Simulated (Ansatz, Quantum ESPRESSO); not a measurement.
# Nb(110), 5 layers, one monolayer of Si on top sites: vacuum level and surface dipole, part 4 of 6

Wanted: work functions and the surface dipole of Nb(110), 5 layers, one monolayer of Si on top sites at several levels, with their cost.

Quantum ESPRESSO 7.5; plane-wave DFT, PBE, GBRV ultrasoft pseudopotentials; geometry and cross-check by Ansatz 0.2.0 with PAW datasets.

So far. Step 8 (Ground state: open boundaries by the effective …): The upper level is 4.857 eV against 4.845 eV from the periodic run.

## 9. SCF with pw.x: PBE, SPMS norm-conserving

Next, another level on the same atoms.

Level of this step: plane-wave DFT, PBE, SPMS norm-conserving pseudopotentials (Quantum ESPRESSO 7.5).

Input file spms-pbe.in:

```
&control
  prefix = 'spms-pbe'
  outdir = './out'
  pseudo_dir = './pseudo'
  calculation = 'scf'
  tprnfor = .true.
/
&system
  ibrav = 0
  nat = 6
  ntyp = 2
  ecutwfc = 60
  ecutrho = 240
  occupations = 'smearing'
  smearing = 'mv'
  degauss = 0.02
  assume_isolated = 'esm'
  esm_bc = 'bc1'
/
&electrons
  conv_thr = 1e-07
  mixing_beta = 0.4
  electron_maxstep = 120
  mixing_mode = 'local-TF'
/
ATOMIC_SPECIES
  Nb  92.9064  41_Nb_13_1.5_1.7_pbe_n_v1.0.upf
  Si  28.0850  14_Si_4_1.9_1.9_pbe_n_v1.0.upf
CELL_PARAMETERS angstrom
  2.33345237790000 -1.65000000000000 0.00000000000000
  2.33345237790000 1.65000000000000 0.00000000000000
  0.00000000000000 0.00000000000000 28.33380951170000
ATOMIC_POSITIONS crystal
  Nb  0.000000000000 0.000000000000 -0.211694714647
  Nb  0.500000000000 0.500000000000 -0.129338955947
  Nb  0.000000000000 0.000000000000 -0.046983197347
  Nb  0.500000000000 0.500000000000 0.036144966957
  Nb  -0.000000000000 -0.000000000000 0.119552114158
  Si  -0.000000000000 -0.000000000000 0.211694714647
K_POINTS automatic
  10 10 1 0 0 0
```

Run with:

```sh
> OMP_NUM_THREADS=1 mpirun -n 4 pw.x -nk 4 -in spms-pbe.in > spms-pbe.out
```

Output:

```text
[banner, memory and clock lines left out]
Program PWSCF v.7.5 starts
[citation notice left out]

[...]
Message from routine setup:
[...]
bravais-lattice index     =            0
     lattice parameter (alat)  =       5.4006  a.u.
     unit-cell volume          =    1472.3615 (a.u.)^3
     number of atoms/cell      =            6
     number of atomic types    =            2
     number of electrons       =        69.00
     number of Kohn-Sham states=           42
     kinetic-energy cutoff     =      60.0000  Ry
     charge density cutoff     =     240.0000  Ry
     scf convergence threshold =      1.0E-07
     mixing beta               =       0.4000
     number of iterations used =            8  local-TF  mixing
     Exchange-correlation= PBE
                           (   1   4   3   4   0   0   0)

     Effective Screening Medium Method
     Boundary Conditions: Vacuum-Slab-Vacuum
     total charge in unit cell        =   0.0000
     grid points for fit at edges     =        4

[...]
PseudoPot. # 1 for Nb read from file:
     ./pseudo/41_Nb_13_1.5_1.7_pbe_n_v1.0.upf
     Pseudo is Norm-conserving + core correction, Zval = 13.0
     Generated using ONCVPSP code by D. R. Hamann
     Using radial grid of 1680 points,  6 beta functions with:
                l(1) =   0
                l(2) =   0
                l(3) =   1
                l(4) =   1
                l(5) =   2
                l(6) =   2

     PseudoPot. # 2 for Si read from file:
     ./pseudo/14_Si_4_1.9_1.9_pbe_n_v1.0.upf
     Pseudo is Norm-conserving + core correction, Zval =  4.0
     Generated using ONCVPSP code by D. R. Hamann
     Using radial grid of 1524 points,  6 beta functions with:
                l(1) =   0
                l(2) =   0
                l(3) =   1
                l(4) =   1
                l(5) =   2
                l(6) =   2

     atomic species   valence    mass     pseudopotential
     Nb               13.00    92.90640     Nb( 1.00)
     Si                4.00    28.08500     Si( 1.00)

      4 Sym. Ops. (no inversion) found

[...]
number of k points=    31  Marzari-Vanderbilt smearing, width (Ry)=  0.0200
[...]
Dense  grid:    92603 G-vectors     FFT dimensions: (  27,  27, 270)

     Initial potential from superposition of free atoms

     starting charge      68.9878, renormalised to      69.0000

     negative rho (up, down):  2.897E-05 0.000E+00
     Starting wfcs are   54 randomized atomic wfcs

     per-process dynamical memory:   127.8 Mb

     Self-consistent Calculation

     iteration #  1     ecut=    60.00 Ry     beta= 0.40
     Davidson diagonalization with overlap
     ethr =  1.00E-02,  avg # of iterations =  1.2

     total energy              =    -633.67404660 Ry
     estimated scf accuracy    <       3.12571457 Ry

     iteration #  2     ecut=    60.00 Ry     beta= 0.40
[...]
total energy              =    -633.71956564 Ry
     estimated scf accuracy    <       0.93834074 Ry

     iteration #  3     ecut=    60.00 Ry     beta= 0.40
[...]
total energy              =    -633.80141971 Ry
     estimated scf accuracy    <       0.37204965 Ry

     iteration #  4     ecut=    60.00 Ry     beta= 0.40
[...]
total energy              =    -633.86985141 Ry
     estimated scf accuracy    <       0.23946302 Ry

     iteration #  5     ecut=    60.00 Ry     beta= 0.40
[...]
total energy              =    -633.86517615 Ry
     estimated scf accuracy    <       0.14234983 Ry

     iteration #  6     ecut=    60.00 Ry     beta= 0.40
[...]
total energy              =    -633.89466478 Ry
     estimated scf accuracy    <       0.61712182 Ry

[...]
iteration # 33     ecut=    60.00 Ry     beta= 0.40
[...]
c_bands:  1 eigenvalues not converged
     c_bands:  1 eigenvalues not converged
[...]
total energy              =    -633.92460243 Ry
     estimated scf accuracy    <       0.00000025 Ry

     iteration # 34     ecut=    60.00 Ry     beta= 0.40
[...]
c_bands:  1 eigenvalues not converged
[...]
total energy              =    -633.92460808 Ry
     estimated scf accuracy    <       0.00000034 Ry

     iteration # 35     ecut=    60.00 Ry     beta= 0.40
[...]
total energy              =    -633.92461071 Ry
     estimated scf accuracy    <       0.00000028 Ry

     iteration # 36     ecut=    60.00 Ry     beta= 0.40
[...]
End of self-consistent calculation

          k = 0.0000 0.0000 0.0000 ( 11593 PWs)   bands (ev):

   -59.3005 -59.2151 -59.0552 -58.9876 -58.8862 -35.7655 -35.6131 -35.2930
   -34.9482 -34.9174 -34.9016 -34.7409 -34.6764 -34.6111 -34.6101 -34.5698
   -34.4681 -34.4512 -34.4325 -34.3939 -14.5051 -10.3668  -9.6496  -8.8095
    -8.3923  -8.3553  -7.2199  -6.3084  -6.0406  -5.5925  -5.1056  -5.0719
    -4.6710  -4.5990  -4.4955  -4.1805  -4.0811  -3.3081  -3.1457  -2.0995
    -2.0757  -2.0540

          k = 0.0612 0.0866 0.0000 ( 11599 PWs)   bands (ev):

   -59.2877 -59.2020 -59.0406 -58.9770 -58.8787 -35.7331 -35.5963 -35.3071
   -35.0284 -34.9622 -34.9122 -34.7648 -34.7261 -34.6909 -34.6528 -34.5465
   -34.5370 -34.4881 -34.4749 -34.4304 -14.3146 -10.0719  -9.3755  -8.5366
    -8.1026  -8.0615  -7.0811  -6.2385  -5.9881  -5.5573  -5.2311  -5.0504
    -4.9084  -4.7148  -4.5650  -4.3557  -4.0420  -3.7066  -3.1653  -2.3003
    -2.2280  -2.0506

[...]
the Fermi energy is    -4.7033 ev

!    total energy              =    -633.92459540 Ry
     estimated scf accuracy    <       0.00000008 Ry
     smearing contrib. (-TS)   =       0.00019268 Ry
     internal energy E=F+TS    =    -633.92478808 Ry

     The total energy is F=E-TS. E is the sum of the following terms:
     one-electron contribution =   17306.94462148 Ry
     hartree contribution      =   -8670.09943192 Ry
     xc contribution           =    -135.03569215 Ry
     ewald contribution        =   -9135.73428550 Ry

     convergence has been achieved in  36 iterations

     Forces acting on atoms (cartesian axes, Ry/au):

     atom    1 type  1   force =     0.00000000    0.00000000    0.01233310
     atom    2 type  1   force =     0.00000000    0.00000000   -0.01628672
     atom    3 type  1   force =     0.00000000    0.00000000    0.00439055
     atom    4 type  1   force =     0.00000000    0.00000000   -0.00085567
     atom    5 type  1   force =     0.00000000    0.00000000    0.00118618
     atom    6 type  2   force =     0.00000000    0.00000000   -0.00078976

     Total force =     0.020962     Total SCF correction =     0.002663
     SCF correction compared to forces is large: reduce conv_thr to get better values

[...]
```

Elapsed: 3.4 min, on 4 MPI ranks of Intel Xeon Platinum 8559C (Emerald Rapids), shared host; peak memory 0.8 GiB; 14 min of CPU time.

Numbers from this step:

| Property | Result |
| --- | --- |
| free energy | -8624.9835 eV |
| Fermi energy | -4.703 eV |
| vacuum line at the lower end of the cell, over the Fermi level | 4.581 eV |
| vacuum line at the upper end of the cell, over the Fermi level | 4.825 eV |

The potential energy, planar mean oscillates, so the rows of the table below give means over windows of 2.37 Å about each position, cut where the curve ends. Its maxima inside the range that stand out by 2 % of the span (Å: eV): -4.8: -1.11, -2.5: -1.20, -0.1: -1.04, 2.2: -0.958, 4.8: 1.52. Its minima: -6.0: -31.0, -3.7: -30.9, -1.4: -30.8, 1.1: -30.9, 3.4: -31.0, 6.0: -12.9.

Electrostatic potential energy of an electron; zero at the Fermi level. The potential energy, planar mean by z; means over each step:

z (Å), potential energy, planar mean (eV) and a bar from the least value:
```
   -12.98        4.6 ##############################
   -10.61        4.6 ##############################
    -8.24        3.5 ############################
    -5.87      -13.3 
    -3.50      -13.2 
    -1.13      -13.2 
     1.24      -13.2 
     3.61      -13.0 #
     5.98       -5.1 ##############
     8.35        4.4 #############################
    10.72        4.8 ##############################
    13.09        4.8 ##############################
```

The upper face goes from 4.857 eV (PBE, GBRV) to 4.825 eV, a change of -0.032 eV from the pseudopotentials and their cutoffs.

## 10. Ground state: PBE, SSSP efficiency

Level of this step: plane-wave DFT, PBE, SSSP efficiency pseudopotentials (Quantum ESPRESSO 7.5).

sssp-pbe.in is the input of step 9 with these lines changed:

```diff
@@ -1,3 +1,3 @@
 &control
-  prefix = 'spms-pbe'
+  prefix = 'sssp-pbe'
   outdir = './out'
@@ -11,4 +11,4 @@
   ntyp = 2
-  ecutwfc = 60
-  ecutrho = 240
+  ecutwfc = 45
+  ecutrho = 360
   occupations = 'smearing'
@@ -26,4 +26,4 @@
 ATOMIC_SPECIES
-  Nb  92.9064  41_Nb_13_1.5_1.7_pbe_n_v1.0.upf
-  Si  28.0850  14_Si_4_1.9_1.9_pbe_n_v1.0.upf
+  Nb  92.9064  Nb.pbe-spn-kjpaw_psl.0.3.0.UPF
+  Si  28.0850  Si.pbe-n-rrkjus_psl.1.0.0.UPF
 CELL_PARAMETERS angstrom
```

Run with:

```sh
> OMP_NUM_THREADS=1 mpirun -n 4 pw.x -nk 4 -in sssp-pbe.in > sssp-pbe.out
```

Output:

```text
[banner, memory and clock lines left out]
Program PWSCF v.7.5 starts
[citation notice left out]

[...]
Message from routine setup:
[...]
bravais-lattice index     =            0
     lattice parameter (alat)  =       5.4006  a.u.
     unit-cell volume          =    1472.3615 (a.u.)^3
     number of atoms/cell      =            6
     number of atomic types    =            2
     number of electrons       =        69.00
     number of Kohn-Sham states=           42
     kinetic-energy cutoff     =      45.0000  Ry
     charge density cutoff     =     360.0000  Ry
     scf convergence threshold =      1.0E-07
     mixing beta               =       0.4000
     number of iterations used =            8  local-TF  mixing
     Exchange-correlation= PBE
                           (   1   4   3   4   0   0   0)

     Effective Screening Medium Method
     Boundary Conditions: Vacuum-Slab-Vacuum
     total charge in unit cell        =   0.0000
     grid points for fit at edges     =        4

[...]
PseudoPot. # 1 for Nb read from file:
     ./pseudo/Nb.pbe-spn-kjpaw_psl.0.3.0.UPF
     Pseudo is Projector augmented-wave + core cor, Zval = 13.0
     Generated using "atomic" code by A. Dal Corso  v.5.0.99 svn rev. 10869
     Shape of augmentation charge: PSQ
     Using radial grid of 1227 points,  6 beta functions with:
                l(1) =   0
                l(2) =   0
                l(3) =   1
                l(4) =   1
                l(5) =   2
                l(6) =   2
     Q(r) pseudized with 0 coefficients

     PseudoPot. # 2 for Si read from file:
     ./pseudo/Si.pbe-n-rrkjus_psl.1.0.0.UPF
     Pseudo is Ultrasoft + core correction, Zval =  4.0
     Generated using "atomic" code by A. Dal Corso  v.5.1
     Using radial grid of 1141 points,  6 beta functions with:
                l(1) =   0
                l(2) =   0
                l(3) =   1
                l(4) =   1
                l(5) =   2
                l(6) =   2
     Q(r) pseudized with 0 coefficients

     atomic species   valence    mass     pseudopotential
     Nb               13.00    92.90640     Nb( 1.00)
     Si                4.00    28.08500     Si( 1.00)

      4 Sym. Ops. (no inversion) found

[...]
number of k points=    31  Marzari-Vanderbilt smearing, width (Ry)=  0.0200
[...]
Dense  grid:   169859 G-vectors     FFT dimensions: (  36,  36, 324)

     Smooth grid:    60171 G-vectors     FFT dimensions: (  24,  24, 240)

     Check: negative core charge=   -0.000005

     Initial potential from superposition of free atoms

     starting charge      68.9888, renormalised to      69.0000

     negative rho (up, down):  8.735E-04 0.000E+00
     Starting wfcs are   54 randomized atomic wfcs
     Checking if some PAW data can be deallocated...

     per-process dynamical memory:   145.3 Mb

     Self-consistent Calculation

     iteration #  1     ecut=    45.00 Ry     beta= 0.40
     Davidson diagonalization with overlap
     ethr =  1.00E-02,  avg # of iterations =  1.3

     negative rho (up, down):  2.726E-04 0.000E+00

     total energy              =   -1682.34813350 Ry
     estimated scf accuracy    <       3.24744073 Ry

     iteration #  2     ecut=    45.00 Ry     beta= 0.40
[...]
negative rho (up, down):  4.670E-05 0.000E+00

[...]
total energy              =   -1682.38518660 Ry
     estimated scf accuracy    <       1.05669278 Ry

     iteration #  3     ecut=    45.00 Ry     beta= 0.40
[...]
negative rho (up, down):  7.067E-06 0.000E+00

[...]
total energy              =   -1682.45731404 Ry
     estimated scf accuracy    <       0.28676290 Ry

     iteration #  4     ecut=    45.00 Ry     beta= 0.40
[...]
negative rho (up, down):  1.793E-06 0.000E+00

[...]
total energy              =   -1682.53440055 Ry
     estimated scf accuracy    <       0.37190950 Ry

     iteration #  5     ecut=    45.00 Ry     beta= 0.40
[...]
negative rho (up, down):  1.259E-06 0.000E+00

[...]
total energy              =   -1682.53434691 Ry
     estimated scf accuracy    <       0.10772149 Ry

     iteration #  6     ecut=    45.00 Ry     beta= 0.40
[...]
c_bands:  1 eigenvalues not converged
     c_bands:  1 eigenvalues not converged
     c_bands:  2 eigenvalues not converged
[...]
negative rho (up, down):  9.765E-07 0.000E+00

[...]
total energy              =   -1682.55337385 Ry
     estimated scf accuracy    <       1.30564870 Ry

[...]
iteration # 31     ecut=    45.00 Ry     beta= 0.40
[...]
negative rho (up, down):  1.059E-03 0.000E+00

[...]
total energy              =   -1682.57418818 Ry
     estimated scf accuracy    <       0.00000075 Ry

     iteration # 32     ecut=    45.00 Ry     beta= 0.40
[...]
negative rho (up, down):  1.078E-03 0.000E+00

[...]
total energy              =   -1682.57417645 Ry
     estimated scf accuracy    <       0.00000055 Ry

     iteration # 33     ecut=    45.00 Ry     beta= 0.40
[...]
negative rho (up, down):  1.060E-03 0.000E+00

[...]
total energy              =   -1682.57417766 Ry
     estimated scf accuracy    <       0.00000014 Ry

     iteration # 34     ecut=    45.00 Ry     beta= 0.40
[...]
negative rho (up, down):  1.044E-03 0.000E+00

[...]
End of self-consistent calculation

          k = 0.0000 0.0000 0.0000 (  7537 PWs)   bands (ev):

   -59.3144 -59.2327 -59.0751 -59.0078 -58.9066 -35.7728 -35.6209 -35.3008
   -34.9543 -34.9261 -34.9095 -34.7498 -34.6830 -34.6204 -34.6187 -34.5789
   -34.4778 -34.4621 -34.4432 -34.4042 -14.5042 -10.3700  -9.6522  -8.8117
    -8.3914  -8.3558  -7.2210  -6.3057  -6.0385  -5.5905  -5.1028  -5.0697
    -4.6692  -4.5962  -4.4924  -4.1814  -4.0775  -3.3057  -3.1486  -2.0999
    -2.0786  -2.0507

          k = 0.0612 0.0866 0.0000 (  7533 PWs)   bands (ev):

   -59.3016 -59.2197 -59.0606 -58.9973 -58.8991 -35.7404 -35.6041 -35.3150
   -35.0353 -34.9694 -34.9207 -34.7736 -34.7330 -34.6997 -34.6613 -34.5557
   -34.5470 -34.4987 -34.4853 -34.4406 -14.3138 -10.0752  -9.3781  -8.5388
    -8.1016  -8.0621  -7.0822  -6.2359  -5.9860  -5.5553  -5.2284  -5.0483
    -4.9060  -4.7120  -4.5646  -4.3531  -4.0386  -3.7076  -3.1618  -2.2991
    -2.2264  -2.0482

[...]
the Fermi energy is    -4.7017 ev

!    total energy              =   -1682.57417755 Ry
     estimated scf accuracy    <       0.00000008 Ry
     smearing contrib. (-TS)   =       0.00018478 Ry
     internal energy E=F+TS    =   -1682.57436233 Ry

     The total energy is F=E-TS. E is the sum of the following terms:
     one-electron contribution =   17317.20060693 Ry
     hartree contribution      =   -8671.13159598 Ry
     xc contribution           =    -150.45997249 Ry
     ewald contribution        =   -9135.73428549 Ry
     one-center paw contrib.   =   -1042.44911529 Ry

     convergence has been achieved in  34 iterations

     negative rho (up, down):  1.044E-03 0.000E+00

     Forces acting on atoms (cartesian axes, Ry/au):

     atom    1 type  1   force =     0.00000000    0.00000000    0.01240301
     atom    2 type  1   force =     0.00000000    0.00000000   -0.01611762
     atom    3 type  1   force =     0.00000000    0.00000000    0.00432781
     atom    4 type  1   force =     0.00000000    0.00000000   -0.00076906
     atom    5 type  1   force =     0.00000000    0.00000000    0.00135101
     atom    6 type  2   force =     0.00000000    0.00000000   -0.00102091

     Total force =     0.020876     Total SCF correction =     0.001623

[...]
```

It took 2.7 min on 4 MPI ranks; peak memory 1.2 GiB.

Numbers from this step:

| Property | Result |
| --- | --- |
| free energy | -22892.5879 eV |
| Fermi energy | -4.702 eV |
| vacuum line at the lower end of the cell, over the Fermi level | 4.570 eV |
| vacuum line at the upper end of the cell, over the Fermi level | 4.834 eV |

The potential energy, planar mean oscillates, so the rows of the table below give means over windows of 2.37 Å about each position, cut where the curve ends. Its maxima inside the range that stand out by 2 % of the span (Å: eV): -4.8: -1.13, -2.5: -1.22, -0.2: -0.997, 2.2: -0.961, 4.8: 1.54. Its minima: -6.0: -31.7, -3.7: -31.6, -1.3: -31.6, 1.1: -31.6, 3.4: -31.7, 6.0: -11.4.

Electrostatic potential energy of an electron; zero at the Fermi level. The potential energy, planar mean by z; means over each step:

z (Å), potential energy, planar mean (eV) and a bar from the least value:
```
   -12.98        4.6 ##############################
   -10.61        4.6 ##############################
    -8.24        3.5 ############################
    -5.87      -13.6 
    -3.50      -13.5 
    -1.13      -13.4 
     1.24      -13.4 
     3.61      -13.2 #
     5.98       -4.7 ##############
     8.35        4.5 #############################
    10.72        4.8 ##############################
    13.09        4.8 ##############################
```

The upper face goes from 4.857 eV (PBE, GBRV) to 4.834 eV, a change of -0.024 eV from the pseudopotentials and their cutoffs.

(Continued in part 5 of 6.)

[Logs are printed without paths, hosts, clocks, repeated set-up lines and the standing remarks that a program may print on its own settings, such as how far it seeks lower states.]

[Hosts, paths, dates, database ids (printed as entryN), source tags and the programs' standing remarks are cut or masked in the printed files.]

[Maps of the electrostatic potential energy from Ansatz leave out the sawtooth potential of an applied field or a dipole correction, so their vacuum need not be flat; planar profiles and work functions include it.]
